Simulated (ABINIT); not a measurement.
# Quasiparticle gap of CaC2 (I4/mmm) in ABINIT, part 3 of 3

Wanted: ground state, empty states, screening and self-energy for CaC2 (I4/mmm).

ABINIT 10.8.3; PBEsol and many-body steps on it, plane waves. Known limits of the many-body steps: not at the basis limit; coarse k mesh.

So far. Step 3 (Bands along the symmetry lines): The gap is 1.202 eV, −0.004 eV from the run before at this level. Step 4 (Empty states on the mesh, 4×4×4 mesh, 57 bands): On this mesh the gap is 1.205 eV.

### 5. Screening, 4×4×4 mesh, 53 bands, screening to 106.1 eV

The RPA dielectric matrix is built and inverted for each q.

This step: RPA screening on PBEsol, plane waves, norm-conserving pseudopotentials.

The input, run.abi:

```
acell 3*1.0 Angstrom
rprim 
  -1.934298599400 1.934298599400 3.202111242500
  1.934298599400 -1.934298599400 3.202111242500
  1.934298599400 1.934298599400 -3.202111242500
ntypat 2
znucl 20 6
natom 3
typat 1 2 2
xred 
  0.000000000000 0.000000000000 0.000000000000
  0.597892720000 0.597892720000 0.000000000000
  0.402107280000 0.402107280000 0.000000000000
pp_dirpath "pseudos"
pseudos "Ca.upf, C.upf"
ecut 37
ngkpt 4 4 4
nshiftk 1
shiftk 0 0 0
kptopt 1
chksymbreak 0
istwfk *1
occopt 1
irdwfk 1
optdriver 3
nband 53
ecuteps 3.9
inclvkb 2
awtr 1
symchi 1
indata_prefix "in"
outdata_prefix "out"
tmpdata_prefix "tmp"
```

Run with:

```bash
> OMP_NUM_THREADS=1 mpirun -n 4 abinit run.abi > log
```

Numbers of over 12 decimals in the logs are rounded to 6 here.

What it wrote:

```text
.Version 10.8.3 of ABINIT. v10.8.2 released Aug 2026.

 Symmetries : space group I4/m m m (#139); Bravais tI (body-center tetrag.)
[... echo of the input left out ...]
== DATASET  1 ==================================================================
-   mpi_nproc: 4, omp_nthreads: 1 (-1 if OMP is not activated)

--- !DatasetInfo
iteration_state: {dtset: 1, }
dimensions: {natom: 3, nkpt: 13, mband: 53, nsppol: 1, nspinor: 1, nspden: 1, mpw: 3508, }
cutoff_energies: {ecut:  37.0, pawecutdg:  -1.0, }
electrons: {nelect:   1.80000000E+01, charge:   0.00000000E+00, occopt:   1.00000000E+00, tsmear:   1.00000000E-02, }

 SCREENING: Calculation of the susceptibility and dielectric matrices

 Based on a program developped by R.W. Godby, V. Olevano, G. Onida, and L. Reining.
 Incorporated in ABINIT by V. Olevano, G.-M. Rignanese, and M. Torrent.
.Using double precision arithmetic ; gwpc =  8

[... cell and pseudopotentials left out ...]
--------------------------------------------------------------------------------

 ==== K-mesh for the wavefunctions ====
 Number of points in the irreducible wedge :    13
[... list of points left out ...]
 Together with 16 symmetry operations and time-reversal symmetry
 yields    64 points in the full Brillouin Zone.

 ==== Q-mesh for the screening function ====
 Number of points in the irreducible wedge :    13
[... list of points left out ...]
 Together with 16 symmetry operations and time-reversal symmetry
 yields    64 points in the full Brillouin Zone.

 setmesh: FFT mesh size selected  =    45x   45x   45
          total number of points  =        91125

 vcoul_init : cutoff-mode = AUXILIARY_FUNCTION
 q-points for optical limit:   1
     1)      0.000010    0.000020    0.000030

- screening: taking advantage of time-reversal symmetry
- Maximum band index for partially occupied states nbvw = 9
- Remaining bands to be divided among processors   nbcw = 44
- Number of bands treated by each node ~11

 Number of electrons calculated from density =   18.0000; Expected =   18.0000
 average of density, n =  0.055659
 r_s =    1.6248
 omega_plasma =   22.7574 [eV]

 calculating chi0 at frequencies [eV] :
  1    0.000000E+00    0.000000E+00
  2    0.000000E+00    2.275736E+01

--------------------------------------------------------------------------------
  q-point number  1        q = ( 0.000000, 0.000000, 0.000000) [r.l.u.]
--------------------------------------------------------------------------------
[... chi0 elements left out ...]
 For q-point:  0.000010 0.000020 0.000030
  dielectric constant =   3.5713
  dielectric constant without local fields =   4.1623

  Average fulfillment of the sum rule on Im[epsilon] for q-point    1 :     56.79  [%]
[... wings left out ...]
  q-point number  2        q = ( 0.250000, 0.000000, 0.000000) [r.l.u.]
--------------------------------------------------------------------------------
[... chi0 elements left out ...]
  Average fulfillment of the sum rule on Im[epsilon] for q-point    2 :     71.24  [%]

 [... 11 further q-points ...]
```

The job ended after 2.8 min (4 MPI ranks of Intel Xeon Platinum 8259CL at 2.50GHz (Skylake/Cascade Lake), shared host; peak memory 1.9 GiB).

Numbers from this step:

| Quantity | Value |
| --- | --- |
| ε∞ with local fields, on this mesh, along the program's q direction | 3.571 |
| the same without local fields | 4.162 |
| plasma frequency | 22.76 eV |
| plane waves in the screening matrix | 129 |

Local fields lower ε∞ by 14 %. On a Γ-centred mesh this coarse the value itself is usually too large, while a short band sum pulls it down.

### 6. Self-energy, 4×4×4 mesh, 53 bands, screening to 106.1 eV

The self-energy is evaluated for the states that the input lists, and the levels follow from it, in one-shot runs by the linearised quasiparticle equation.

This step: G0W0 on PBEsol, plane waves, norm-conserving pseudopotentials.

Edit run.abi of step 5 so:

```diff
@@ -24,8 +24,19 @@
 irdwfk 1
-optdriver 3
+optdriver 4
 nband 53
+gwcalctyp 0
+ecutsigx 37
+symsigma 1
+nkptgw 3
+kptgw 
+  0.5000000000 0.5000000000 0.5000000000
+  0.5000000000 0.5000000000 0.0000000000
+  0.0000000000 0.0000000000 0.0000000000
+bdgw 
+  7 11
+  8 11
+  8 11
 ecuteps 3.9
-inclvkb 2
-awtr 1
-symchi 1
+irdscr 1
+ppmodel 1
 indata_prefix "in"
```

What it wrote:

```text
.Version 10.8.3 of ABINIT. v10.8.2 released Aug 2026.

 Symmetries : space group I4/m m m (#139); Bravais tI (body-center tetrag.)
[... echo of the input left out ...]
== DATASET  1 ==================================================================
-   mpi_nproc: 4, omp_nthreads: 1 (-1 if OMP is not activated)

--- !DatasetInfo
iteration_state: {dtset: 1, }
dimensions: {natom: 3, nkpt: 13, mband: 53, nsppol: 1, nspinor: 1, nspden: 1, mpw: 3508, }
cutoff_energies: {ecut:  37.0, pawecutdg:  -1.0, }
electrons: {nelect:   1.80000000E+01, charge:   0.00000000E+00, occopt:   1.00000000E+00, tsmear:   1.00000000E-02, }

 SIGMA: Calculation of the GW corrections

 Based on a program developped by R.W. Godby, V. Olevano, G. Onida, and L. Reining.
 Incorporated in ABINIT by V. Olevano, G.-M. Rignanese, and M. Torrent.
.Using double precision arithmetic ; gwpc =  8

[... cell and pseudopotentials left out ...]
--------------------------------------------------------------------------------

 ==== K-mesh for the wavefunctions ====
 Number of points in the irreducible wedge :    13
[... list of points left out ...]
 Together with 16 symmetry operations and time-reversal symmetry
 yields    64 points in the full Brillouin Zone.

 ==== Q-mesh for screening function ====
 Number of points in the irreducible wedge :    13
[... list of points left out ...]
 Together with 16 symmetry operations and time-reversal symmetry
 yields    64 points in the full Brillouin Zone.

 vcoul_init : cutoff-mode = AUXILIARY_FUNCTION
 q-points for optical limit:   1
     1)      0.000010    0.000020    0.000030
 setmesh: FFT mesh size selected  =    72x   72x   72
          total number of points  =       373248

 Number of electrons calculated from density =   18.0000; Expected =   18.0000
 average of density, n =  0.055659
 r_s =    1.6248
 omega_plasma =   22.7574 [eV]

 === KS Band Gaps ===
  >>>> For spin  1
   Minimum direct gap =   2.2640 [eV], located at k-point      :   0.5000  0.5000  0.0000
   Fundamental gap    =   1.2054 [eV], Top of valence bands at :   0.5000  0.5000  0.5000
                                       Bottom of conduction at :   0.5000  0.5000  0.0000
 SIGMA fundamental parameters:
 PLASMON POLE MODEL  1
 number of plane-waves for SigmaX                 3441
 number of plane-waves for SigmaC and W            129
 number of plane-waves for wavefunctions          3441
 number of bands                                    53
 number of independent spin polarizations            1
 number of spinorial components                      1
 number of k-points in IBZ                          13
 number of q-points in IBZ                          13
 number of symmetry operations                      16
 number of k-points in BZ                           64
 number of q-points in BZ                           64
 number of frequencies for dSigma/dE                 9
 frequency step for dSigma/dE [eV]                0.25
 number of omega for Sigma on real axis              0
 max omega for Sigma on real axis  [eV]           0.00
 zcut for avoiding poles [eV]                     0.10

 EPSILON^-1 parameters (SCR file):
 dimension of the eps^-1 matrix on file            129
 dimension of the eps^-1 matrix used               129
 number of plane-waves for wavefunctions          3441
 number of bands                                    53
 number of q-points in IBZ                          13
 number of frequencies                               2
 number of real frequencies                          1
 number of imag frequencies                          1

 matrix elements of self-energy operator (all in [eV])

 Perturbative Calculation

--- !SelfEnergy_ee
iteration_state: {dtset: 1, }
kpoint     : [   0.500,    0.500,    0.500, ]
spin       : 1
KS_gap     :    3.172
QP_gap     :    5.210
Delta_QP_KS:    2.038
data: !SigmaeeData |
     Band     E0 <VxcDFT>   SigX SigC(E0)      Z dSigC/dE  Sig(E)    E-E0       E
        7   1.522 -13.535 -16.713   2.241   0.783  -0.277 -14.269  -0.734   0.788
        8   1.522 -13.535 -16.713   2.241   0.783  -0.277 -14.269  -0.734   0.788
        9   3.148 -14.879 -18.776   3.269   0.778  -0.285 -15.368  -0.489   2.659
       10   6.320 -10.688  -5.178  -3.657   0.836  -0.197  -9.139   1.549   7.869
       11   8.997 -10.332  -5.202  -3.813   0.832  -0.202  -9.236   1.096  10.093

--- !SelfEnergy_ee
iteration_state: {dtset: 1, }
kpoint     : [   0.500,    0.500,    0.000, ]
spin       : 1
KS_gap     :    2.264
QP_gap     :    4.220
Delta_QP_KS:    1.956
data: !SigmaeeData |
     Band     E0 <VxcDFT>   SigX SigC(E0)      Z dSigC/dE  Sig(E)    E-E0       E
        8   1.539 -13.469 -16.581   2.139   0.785  -0.273 -14.233  -0.764   0.775
        9   2.089 -14.034 -18.353   3.450   0.775  -0.291 -14.707  -0.673   1.416
       10   4.353 -10.560  -6.137  -2.864   0.823  -0.215  -9.277   1.283   5.636
       11   8.926 -13.863  -6.810  -4.234   0.802  -0.247 -11.602   2.261  11.187

--- !SelfEnergy_ee
iteration_state: {dtset: 1, }
kpoint     : [   0.000,    0.000,    0.000, ]
spin       : 1
KS_gap     :    4.165
QP_gap     :    6.502
Delta_QP_KS:    2.336
data: !SigmaeeData |
     Band     E0 <VxcDFT>   SigX SigC(E0)      Z dSigC/dE  Sig(E)    E-E0       E
        8   2.152 -13.954 -16.779   2.008   0.786  -0.273 -14.596  -0.642   1.510
        9   2.152 -13.954 -16.779   2.008   0.786  -0.273 -14.596  -0.642   1.510
       10   6.317 -12.062  -6.650  -3.333   0.815  -0.227 -10.368   1.695   8.012
       11   6.317 -12.062  -6.650  -3.333   0.815  -0.227 -10.368   1.695   8.012

== END DATASET(S) ==============================================================
================================================================================

 -outvars: echo values of variables after computation  --------
           etotal      0.0000000000E+00
            nband          53
             nkpt          13
          spgroup         139
 [... the other variables as echoed above ...]

 Calculation completed.
```

The job ended after 33 s (4 MPI ranks; peak memory 1.9 GiB).

This step gave:

```yaml
g0w0_gap_on_the_points_computed: 2.977 eV
starting_gap_on_the_mesh: 1.205 eV
k_of_the_valence_top: 0.5, 0.5, 0.5
k_of_the_conduction_bottom: 0.5, 0.5, 0
z_at_the_valence_top: 0.778
z_at_the_conduction_bottom: 0.823
least_direct_g0w0_gap_on_the_computed_points: 4.220 eV
```

The gap on the mesh goes from 1.21 eV to 2.98 eV, a correction of +1.77 eV.

Limits: finite bands, cutoff and mesh; coarse k mesh. v1 is the top filled band, c1 the lowest empty one. Levels before and after the correction, in eV, zero at the valence-band top of each column:

```csv
,conduction bottom,valence top
Kohn-Sham,1.21,0.00
G0W0,2.98,0.00
```

|  | level | energy (eV) |
| --- | --- | --- |
| Kohn-Sham | (0.5 0.5 0.5) v3-v2 | -1.626 |
| Kohn-Sham | (0.5 0.5 0.5) v1 | 0.000 |
| Kohn-Sham | (0.5 0.5 0.5) c1 | 3.172 |
| Kohn-Sham | (0.5 0.5 0.5) c2 | 5.849 |
| Kohn-Sham | (0.5 0.5 0) v2 | -1.609 |
| Kohn-Sham | (0.5 0.5 0) v1 | -1.059 |
| Kohn-Sham | (0.5 0.5 0) c1 | 1.205 |
| Kohn-Sham | (0.5 0.5 0) c2 | 5.779 |
| G0W0 | (0.5 0.5 0.5) v3-v2 | -1.871 |
| G0W0 | (0.5 0.5 0.5) v1 | 0.000 |
| G0W0 | (0.5 0.5 0.5) c1 | 5.210 |
| G0W0 | (0.5 0.5 0.5) c2 | 7.434 |
| G0W0 | (0.5 0.5 0) v2 | -1.884 |
| G0W0 | (0.5 0.5 0) v1 | -1.243 |
| G0W0 | (0.5 0.5 0) c1 | 2.977 |
| G0W0 | (0.5 0.5 0) c2 | 8.528 |

### 7. Where the time went

Times are wall times on 4 MPI ranks of Intel Xeon Platinum 8259CL at 2.50GHz (Skylake/Cascade Lake), shared host, good to a factor of about two.

```csv
step,time,share,memory (GiB)
ground state,50 s,15 %,0.42
bands along the symmetry lines,53 s,16 %,0.35
empty states on the mesh,38 s,11 %,0.33
screening,2.8 min,49 %,1.9
self-energy,33 s,10 %,1.9
```

### 8. Outcome

| Quantity | Value |
| --- | --- |
| PBEsol gap | 1.20 eV, indirect |
| G0W0 gap on the mesh | 2.98 eV |
| GW settings | 4×4×4 mesh, 53 bands, screening to 106.1 eV, Godby-Needs plasmon pole |
| known limits | not at the basis limit; coarse k mesh |

**Reading.** G0W0 moves the gap on the mesh from 1.21 eV to 2.98 eV (+1.77 eV), with Z of 0.78 and 0.82 at the edges. Local fields lower the RPA ε∞ on this mesh from 4.16 to 3.57; a Γ-centred mesh this coarse tends to raise both, most where the direct gap is narrow, while a short band sum lowers them. Only 3 of the mesh's irreducible points were corrected, so a valley elsewhere could overtake. The dearest step here is «screening». Bands and cutoff are finite, so the gap is not at the basis limit. The miss can reach some tenths of an eV and take either sign; the mesh is an error of its own. In the G0W0 run levels were corrected at 3 k points alone, so a gap called «on the mesh» is the least over those, and an edge elsewhere would be missed. The 4×4×4 mesh is coarse for this cell, which bears on the long-range parts of exchange and screening.

[Paths, hosts, dates, memory and timing lines, banners, echoed tables and standing remarks are left out of the program output.]

[Logs are printed without paths, hosts, clocks, repeated set-up lines and the standing remarks that a program may print on its own settings, such as how far it seeks lower states.]

[Runs of the session that timed out or met a known fault of the program may be left out.]

[Hosts, paths, dates, database ids (printed as entryN), source tags and the programs' standing remarks are cut or masked in the printed files.]

[G0W0 gaps are taken among the corrected bands and points alone; a level outside them can change the order at an edge.]

[Where Ansatz stands beside ABINIT at settings called matched, ABINIT's density can come from a denser mesh and the files from another edition; pairs whose starting gaps differed by over 0.03 eV were left out, so agreement reads better than it is.]
